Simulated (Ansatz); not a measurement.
# Phonons of LiCNO (R3m) against volume, part 2 of 3

Does LiCNO (R3m) expand much on heating, by its phonons?

Ansatz 0.2.0; DFT PBEsol+D3(BJ), scalar-relativistic, plane waves, PAW.

So far, highest frequency on the path or at a solved wavevector (cm⁻¹): step 2 (phonons on a q mesh) 2343.

### 3. Relaxing at another volume, volume ratio 0.97

The volume is scaled by 0.97 and held, while shape and atoms relax as far as symmetry allows. The modes can then be followed against volume.

input.yaml reads:

```yaml
crystal:
  lattice:
    - [1.5738945859, 0.9086884628, 4.6796962546]
    - [-1.5738945859, 0.9086884628, 4.6796962546]
    - [0.0, -1.8173769257, 4.6796962545]
  atoms:
    - { symbol: Li, position: [0.0053609377, 0.0053609377, 0.0053609377] }
    - { symbol: C, position: [0.497536122, 0.497536122, 0.497536122] }
    - { symbol: "N", position: [0.4137046537, 0.4137046537, 0.4137046537] }
    - { symbol: O, position: [0.5833982866, 0.5833982866, 0.5833982866] }
kpoints:
  mp_grid: { grid: [9, 9, 9] }
hamiltonian:
  xc: pbesol
  dispersion: d3bj
scf:
  occupations: { method: fixed }
output:
  forces: true
  stress: true
  eigenvalues: true
  write_density: true
  write_potential: true
  elf: true
  volumetric_format: npy
relax:
  adjacent_minimum: "off"
  f_tol: 0.001
  max_steps: 60
  cell: { stress_tol: 0.01, fix: [volume] }
```

Command:

```bash
$ ansatz run input.yaml --threads 4 --pin off --max-ram 7168MiB --backend cpu --events-out ev --progress --plain --runs-dir out
```

Numbers of over 12 decimals in the logs are rounded to 6 here.

The log of the run:

```text
[...]
cell:  # Å, volume = 40.1568 Å³
    - [1.569233, 0.905997, 4.707540]
    - [-1.569233, 0.905997, 4.707540]
    - [0, -1.811994, 4.707540]
  atoms:
    - { symbol: Li, position: [0.00454112, 0.00454112, 0.00454112] }
    - { symbol: C, position: [0.497765, 0.497765, 0.497765] }
    - { symbol: N, position: [0.413704, 0.413704, 0.413704] }
    - { symbol: O, position: [0.583991, 0.583991, 0.583991] }
[key lines of the parts left out:]
SCF converged after 5 iterations
Free energy (F): -1390.827814 eV
Fermi energy:    2.600530 eV
P = ⅓ Tr σ = 1.2672 GPa (12.672 kbar)
```

Elapsed: 14 s, on 4 threads of Arm Neoverse V2, shared host; peak memory 0.39 GiB.

Relaxation path:

```tsv
step	energy less that of the first step (eV)	largest force component (eV/Å)	pressure (GPa)	volume (Å³)
1	0.0000	1.1540	4.54	40.16
2	-0.0122	0.2136	1.62	40.16
3	-0.0125	0.0414	1.31	40.16
4	-0.0126	0.0307	1.25	40.16
5	-0.0127	0.0121	1.23	40.16
6	-0.0127	0.0001	1.25	40.16
7*	-0.0123	0.0005	1.24	40.16
8	-0.0123	0.0008	1.26	40.16
9*	-0.0123	0.0008	1.26	40.16
10	-0.0123	0.0000	1.27	40.16
11*	-0.0123	0.0000	1.27	40.16
```

Relaxation steps marked * repeat the geometry before them on a plane-wave basis chosen anew for their cell, so energy and pressure can jump there.

Forces are held to the 6 operations that the run works with; a distortion that breaks them can't arise in this run.

```tsv
conventional cell, symmetrised	before	after	change
a (Å)	3.148	3.138	-0.3 %
b (Å)	3.148	3.138	-0.3 %
c (Å)	14.039	14.123	+0.6 %
volume (Å³/atom)	10.04	10.04	-0.0 %
```

The atoms that moved most (Å, as changes of fractional coordinates times the final cell):

```tsv
atom	dx	dy	dz	length
Li1	0.000	0.000	-0.012	0.012
O4	0.000	0.000	0.008	0.008
```

This step gave:

```
pressure           : 1.267 GPa
gap on the k-mesh  : 4.723 eV
volume per atom    : 10.04 Å³
direct gap on mesh : 4.880 eV
```

ELF in the ac plane of the conventional cell at fractional y = 0.000, with atoms of Li and C and N and O within 0.2 Å of it. It is the smooth field of the valence electrons, not physical close to the nuclei.

Ten even steps from '_' (0.01) to '@' (0.84), each cell a mean:
```
%%##--__..--==++==--....==##
______::++##%%%%%%##==::____
____..::==**######**==::____
______..--++******++--..____
______..::--======--::..____
______::==****##**++--..____
______..--**####**++--..____
----::..__..........__..::--
@@@@@@##++..______::++%%@@@@
++**@@@@%%==..__::**%%@@%%**
**##%%%%##==..__..++##%%%%##
--++####**--____..==**##**==
**####**==::______::++####**
++##%%%%**--____..==##%%%%**
%%@@@@@@**--____..==##@@@@%%
++++==--..__________..--++++
______..::--======--..______
____..--++##%%%%%%##==::____
____..::==**######**==::____
______::--++******++--..____
______..::--======--::______
______::==++******++--..____
..____..--++**##**++--..____
@@%%==____........____..++@@
```
Columns run along a (3.1 Å), rows up along c (14.1 Å), edges of the conventional cell, whose origin can differ from the input's. Atoms in or near the plane, at fractional coordinates: Li at (0.00, 0.00), C at (0.00, 0.50), N at (0.00, 0.59), O at (0.00, 0.42).

Valence density in the ac plane of the conventional cell at fractional y = 0.000, with atoms of Li and C and N and O within 0.2 Å of it. It is the smooth field of the valence electrons, not physical close to the nuclei.

Ten steps, logarithmic in the rise over the least value, from '_' (0.0 e/Å³) to '@' (6.0 e/Å³), each cell a mean:
```
@@%%++::..::::::::::..::**%%
......::::--====----::......
____..::::--====----::....__
______..::--------::::..____
______..::::------::....____
______..::--====----::..____
______..::--------::....____
............................
**++++--::....__....--==++**
%%%%##++==::......--==**%%%%
%%%%##++==::......--==**##%%
####**++--::..__..::==++####
%%##**++--..____..::--++####
@@@@%%**==::..__..::==**%%@@
@@%%##++--....__..::==**%%@@
====--::..............::--==
______....::::::::::....____
____....::--======--::..____
____....::--====----::..____
______..::--------::::..____
______..::::------::....____
______..::----==----::..____
........::--------::::......
@@%%++................::**%%
```
Columns run along a (3.1 Å), rows up along c (14.1 Å), edges of the conventional cell, whose origin can differ from the input's. Atoms in or near the plane, at fractional coordinates: Li at (0.00, 0.00), C at (0.00, 0.50), N at (0.00, 0.59), O at (0.00, 0.42).

Electrostatic potential energy in the ac plane of the conventional cell at fractional y = 0.000, with atoms of Li and C and N and O within 0.2 Å of it. With pseudopotentials it is smooth inside the atoms' cores, unlike the true potential.

Values in eV, 24 rows by 14 columns, each cell a mean:
```
-24 -19  -9   0   5   7   7   8   7   6   4  -2 -13 -21
  2   3   5   6   7   7   6   6   7   7   7   6   4   3
  8   8   8   8   7   7   6   6   6   7   8   8   8   8
  8   8   7   7   6   4   3   3   3   5   6   7   8   8
  8   8   7   7   6   5   4   3   4   5   6   7   7   8
  8   8   8   8   7   6   6   6   6   6   7   8   8   8
  8   8   8   8   7   6   6   6   6   7   7   8   8   8
  8   8   8   7   6   5   5   4   5   6   7   7   8   8
 -5  -2   3   6   6   6   5   5   5   6   6   6   2  -3
-45 -43 -26  -3   6   7   7   7   7   7   4  -9 -33 -44
-45 -39 -18  -1   6   8   8   8   8   7   5  -5 -26 -41
-47 -45 -28  -6   3   6   7   8   7   5   1 -12 -36 -46
-45 -39 -20  -3   3   6   7   7   7   5   2  -7 -27 -41
-46 -41 -25  -4   6   7   8   8   8   7   4 -10 -32 -43
-34 -29 -15   1   6   7   7   7   7   7   6  -3 -20 -31
  4   5   7   7   6   5   5   5   5   6   6   7   6   5
  8   8   8   7   7   5   5   5   5   6   7   8   8   8
  9   9   9   8   7   6   6   5   6   7   8   8   9   9
  9   9   8   8   7   6   6   6   6   7   8   8   9   9
  8   8   8   7   6   4   3   3   3   5   6   7   8   8
  7   7   7   7   6   5   4   3   4   5   6   7   7   7
  7   7   7   7   7   6   6   6   6   7   7   7   7   7
  0   1   4   6   6   7   7   7   7   7   6   5   3   1
-26 -21 -11  -1   4   7   7   8   7   6   4  -3 -15 -23
```
Columns run along a (3.1 Å; values clipped at the 3rd and 97th percentile), rows up along c (14.1 Å), edges of the conventional cell, whose origin can differ from the input's. Atoms in or near the plane, at fractional coordinates: Li at (0.00, 0.00), C at (0.00, 0.50), N at (0.00, 0.59), O at (0.00, 0.42).

### 4. Phonons at the other volume, volume ratio 0.97

The phonons are repeated at this volume on the same k and q meshes.

input.yaml reads:

```yaml
crystal:
  lattice:
    - [1.5692331566, 0.9059971853, 4.7075397559]
    - [-1.5692331566, 0.9059971853, 4.7075397559]
    - [0.0, -1.8119943709, 4.7075397558]
  atoms:
    - { symbol: Li, position: [0.0045411153, 0.0045411153, 0.0045411153] }
    - { symbol: C, position: [0.4977645289, 0.4977645289, 0.4977645289] }
    - { symbol: "N", position: [0.4137036484, 0.4137036484, 0.4137036484] }
    - { symbol: O, position: [0.5839907074, 0.5839907074, 0.5839907074] }
kpoints:
  mp_grid: { grid: [9, 9, 9] }
hamiltonian:
  xc: pbesol
  dispersion: d3bj
scf:
  occupations: { method: fixed }
output:
  eigenvalues: true
phonons:
  method: dfpt
  dielectric: true
  rigid_motions: translations
  qmesh: [3, 3, 3]
  temperatures: { t_max: 1000, t_step: 50 }
  qpath:
    path:
      - [[0.0, 0.0, 0.0], [-0.5, -0.5, -0.5], [-0.5, -0.1913597, -0.8086403]]
      - [[-0.1913597, 0.1913597, -0.5], [0.0, 0.0, -0.5], [0.0, 0.0, 0.0], [0.0, 0.34567985, -0.34567985]]
      - [[-0.34567985, 0.0, -0.65432015], [-0.5, 0.0, -0.5], [0.0, 0.0, 0.0]]
    npoints: 10
```

The log of the run:

```text
[...]
Crystal: 4 atoms, lattice volume = 40.157 Å³
Basis set: ecut = 420 eV, 789 PW (Γ), exchange–correlation on 72×72×72 points (8 copies of the dense FFT grid, shifted against one another)
Bands: 13, of which v1, the nominal top of the filled ones, is band 9 counted from 1 (8 counted from 0)
Symmetry: 6 space group operations
k-points: 205 of 729 (irreducible under 2 space group operations, time reversal used)
[...]
SCF iter   1: F=—  HF=-1390.836398 eV  |F-HF|=—  |Δ(HF+E_count)|=         —  Δρ=9.49e-3  dr2=3.59e-2  ethr=1.77e-3  ⟨swp⟩=3.9  Hψ=12723  notcnv=0  defer=299
[...]
SCF iter   9: F=-1390.827814 eV  HF=-1390.827814 eV  |F-HF|=8.19e-12  |Δ(HF+E_count)|=  3.38e-10  Δρ=1.94e-7  dr2=5.73e-12  ethr=1.00e-12  ⟨swp⟩=7.2  Hψ=15119  notcnv=0
SCF 1 converged in 9 iterations: F = -1390.827814 eV  dr2 = 5.73e-12
[...]
NSCF: frozen V_eff on 10 k-points
DFPT response loops at Γ: preconditioner auto → none (the input reference at scf.mixing.eps_inf says where Resta's filter doesn't serve); β = 0.50; Broyden in place of MSR1
[...]
SCF converged after 9 iterations
Free energy (F): -1390.827814 eV
[...]
Internal energy: -1390.827814 eV  (E = F + TS)
E sigma→0 (E₀):  -1390.827814 eV
Fermi energy:    2.600531 eV
[...]
--- Band table (eV; the first three rows and the last of 205) ---
  k-point 0: bands = [... 5 lower, -1.3517, -0.9620, 2.4434, 2.4434, 7.3232, 10.5940, 10.5940, 12.2005]
  k-point 1: bands = [... 5 lower, -1.4009, -0.9454, 2.1429, 2.3563, 7.7750, 10.2894, 10.5690, 12.6355]
  k-point 2: bands = [... 5 lower, -1.5224, -0.9193, 1.4864, 2.1430, 8.6612, 9.7193, 10.5090, 13.6561]
  k-point 204: bands = [... 5 lower, -1.6206, -1.4649, 2.3548, 2.5391, 8.0968, 10.0653, 10.3173, 13.4609]
--- Phonons (Γ-DFPT): 8 representative perturbations + reference, on 205 of 729 k-points (Σ response iterations 27) ---
  k mesh reduced under 2 symmetry operations, with k and −k counted as one. Each operation leaves every solved perturbation unchanged. A smaller set is not considered because the run solves the response to a homogeneous field
  ASR residual: 1.540e-4 → 0.000e0 eV/Å²; symmetrization residual: 3.628e-6 eV/Å²
[...]
ASR residual per site (eV/Å²): 4.57e-6 1.35e-4 4.24e-5 1.54e-4
[...]
ε∞ (high-frequency dielectric tensor):
        2.271624     0.000000     0.000000
       -0.000000     2.271624    -0.000000
        0.000000    -0.000000     3.408439
  ε⁰ (static dielectric tensor: ions relaxed, cell fixed):
        5.720445     0.000000     0.000000
        0.000000     5.720445    -0.000000
        0.000000    -0.000000     8.764874
  ε⁰ − ε∞ (ionic part):
        3.448821     0.000000     0.000000
        0.000000     3.448821    -0.000000
        0.000000    -0.000000     5.356435
  softest optical mode at Γ: 107.11 cm⁻¹; the repairs (sum rule, projections) moved no ω² at Γ by more than (2.18 cm⁻¹)²
  Born effective charges Z* (e; rows j = field, columns β = displacement):
    site 0:
         1.08057   -0.00000    0.00000
         0.00000    1.08057   -0.00000
         0.00000   -0.00000    1.57724
    site 1:
         0.25601   -0.00000    0.00000
         0.00000    0.25601   -0.00000
         0.00000   -0.00000    2.54847
    site 2:
        -0.82861    0.00000    0.00000
         0.00000   -0.82861    0.00000
         0.00000    0.00000   -1.76596
    site 3:
        -0.50797   -0.00000    0.00000
         0.00000   -0.50797    0.00000
         0.00000    0.00000   -2.35975
  Z* charge neutrality: 1.052e-5 e pre-enforcement
  k-mesh period / interband length: 28.2 Å / 1.00 Å = 28.30 at k = (0.0000, 0.0000, 0.0000), direct gap 4.880 eV — 14 or more, which is no proof of convergence
  optical modes at Γ without the LO–TO term, one row a degenerate level:
      ω (cm⁻¹)  modes    IR ((D/Å)²/amu)
        107.11      2             0.2349
        286.07      2             8.4217
        344.42      1            11.4083
        603.74      2             2.3644
       1292.77      1             0.8415
       2277.94      1            21.6615
  optical modes at Γ + LO–TO along q̂ = [1.0000, 0.0000, 0.0000]:
      ω (cm⁻¹)  modes    IR ((D/Å)²/amu)
        107.11      1             0.1174
        112.12      1             0.0186
        286.07      1             4.2108
        344.42      1            11.4083
        411.59      1             3.1276
        603.74      1             1.1822
        636.14      1             2.3643
       1292.77      1             0.8415
       2277.94      1            21.6615
  optical modes at Γ + LO–TO along q̂ = [0.0000, 1.0000, 0.0000]:
      ω (cm⁻¹)  modes    IR ((D/Å)²/amu)
        107.11      1             0.1174
        112.12      1             0.0186
        286.07      1             4.2108
        344.42      1            11.4083
        411.59      1             3.1276
        603.74      1             1.1822
        636.14      1             2.3643
       1292.77      1             0.8415
       2277.94      1            21.6615
  optical modes at Γ + LO–TO along q̂ = [0.0000, 0.0000, 1.0000]:
      ω (cm⁻¹)  modes    IR ((D/Å)²/amu)
        107.11      2             0.2349
        286.07      2             8.4217
        532.44      1             9.7812
        603.74      2             2.3644
       1297.92      1             0.8700
       2353.56      1            23.2600
--- Phonons (arbitrary-q DFPT): 6 irreducible q on the 3×3×3 mesh ---
[...]
interpolated dispersion: 74 rows × 12 modes
[...]
```

Wall time 5.3 min (4 threads); peak memory 1.3 GiB.

This step gave:

```yaml
sum_rule_residual_before_enforcement: 1.54e-4 eV/Å²
miss_of_the_charge_sum_rule: 1.05e-5 e
lowest_frequency_on_the_path: -74.96 cm⁻¹
highest_frequency_on_the_path_or_at_a_solved_wavevector: 2354 cm⁻¹
highest_optical_mode_at_the_zone_centre_no_lo_to_term: 2278 cm⁻¹
lowest_optical_zone_centre_mode: 107.1 cm⁻¹
mean_high_frequency_dielectric_constant: 2.651
largest_born_charge_third_of_the_trace: 1.246 e
mean_static_dielectric_constant: 6.735
top_of_the_zone_centre_spectrum_with_the_field: 2354 cm⁻¹
lowest_mode_on_the_q_mesh_acoustic_modes_at_gamma_apart: -63.41 cm⁻¹
```

Frequencies (cm⁻¹) solved at each irreducible wavevector; negative means imaginary. Frequencies by wavevector, by row:

```tsv
q in reciprocal lattice units	star	mode 1	mode 2	mode 3	mode 4	mode 10	mode 11	mode 12
0 0 0	1	0	0	0	107.1	603.7	1293	2278
0 0 0.3333	6	94.5	107.4	157.6	184.5	637.8	1286	2231
0 0.3333 0.3333	6	91.3	126	159.1	194.6	634	1284	2242
0 0.3333 -0.3333	6	121.2	179.7	194.3	244.7	628.3	1281	2211
0.3333 0.3333 0.3333	2	-63.4	-63.4	116.6	116.6	603.5	1293	2354
0.3333 0.3333 -0.3333	6	95	158.3	166	207.3	633.9	1284	2254
```

The highest optical mode at the zone centre (no LO-TO term) is 2277.9 cm⁻¹, +11.5 cm⁻¹ against the base run.

### 5. Relaxing at another volume, volume ratio 1.03

The volume is scaled by 1.03 and held, while shape and atoms relax as far as symmetry allows. The modes can then be followed against volume.

input.yaml reads:

```yaml
crystal:
  lattice:
    - [1.605699005, 0.9270507527, 4.7742610508]
    - [-1.605699005, 0.9270507527, 4.7742610508]
    - [0.0, -1.8541015055, 4.7742610508]
  atoms:
    - { symbol: Li, position: [0.0053609377, 0.0053609377, 0.0053609377] }
    - { symbol: C, position: [0.497536122, 0.497536122, 0.497536122] }
    - { symbol: "N", position: [0.4137046537, 0.4137046537, 0.4137046537] }
    - { symbol: O, position: [0.5833982866, 0.5833982866, 0.5833982866] }
kpoints:
  mp_grid: { grid: [9, 9, 9] }
hamiltonian:
  xc: pbesol
  dispersion: d3bj
scf:
  occupations: { method: fixed }
output:
  forces: true
  stress: true
  eigenvalues: true
  write_density: true
  write_potential: true
  elf: true
  volumetric_format: npy
relax:
  adjacent_minimum: "off"
  f_tol: 0.001
  max_steps: 60
  cell: { stress_tol: 0.01, fix: [volume] }
```

The log of the run:

```text
[...]
Crystal: 4 atoms, lattice volume = 42.641 Å³
Basis set: ecut = 420 eV, 861 PW (Γ), FFT grids on a1−a2, a2, −a2+a3, exchange–correlation on 48×72×48 points (8 copies of the dense FFT grid, shifted against one another)
Bands: 13, of which v1, the nominal top of the filled ones, is band 9 counted from 1 (8 counted from 0)
Symmetry: 6 space group operations
[...]
--- Relaxed structure (9 steps of the walk, 9 accepted, 2 SCFs on fresh bases) ---
[...]
cell:  # Å, volume = 42.6408 Å³
    - [1.610277, 0.929694, 4.747150]
    - [-1.610277, 0.929694, 4.747150]
    - [0, -1.859388, 4.747150]
  atoms:
    - { symbol: Li, position: [0.00623917, 0.00623917, 0.00623917] }
    - { symbol: C, position: [0.497290, 0.497290, 0.497290] }
    - { symbol: N, position: [0.413688, 0.413688, 0.413688] }
    - { symbol: O, position: [0.582783, 0.582783, 0.582783] }
[key lines of the parts left out:]
SCF converged after 7 iterations
Free energy (F): -1390.828658 eV
Fermi energy:    2.035355 eV
P = ⅓ Tr σ = -1.0384 GPa (-10.384 kbar)
```

It took 14 s on 4 threads; peak memory 0.4 GiB.

[end of part 2 of 3]

[Logs are printed without paths, hosts, clocks, repeated set-up lines and the standing remarks that a program may print on its own settings, such as how far it seeks lower states.]

[Hosts, paths, dates, database ids (printed as entryN), source tags and the programs' standing remarks are cut or masked in the printed files.]
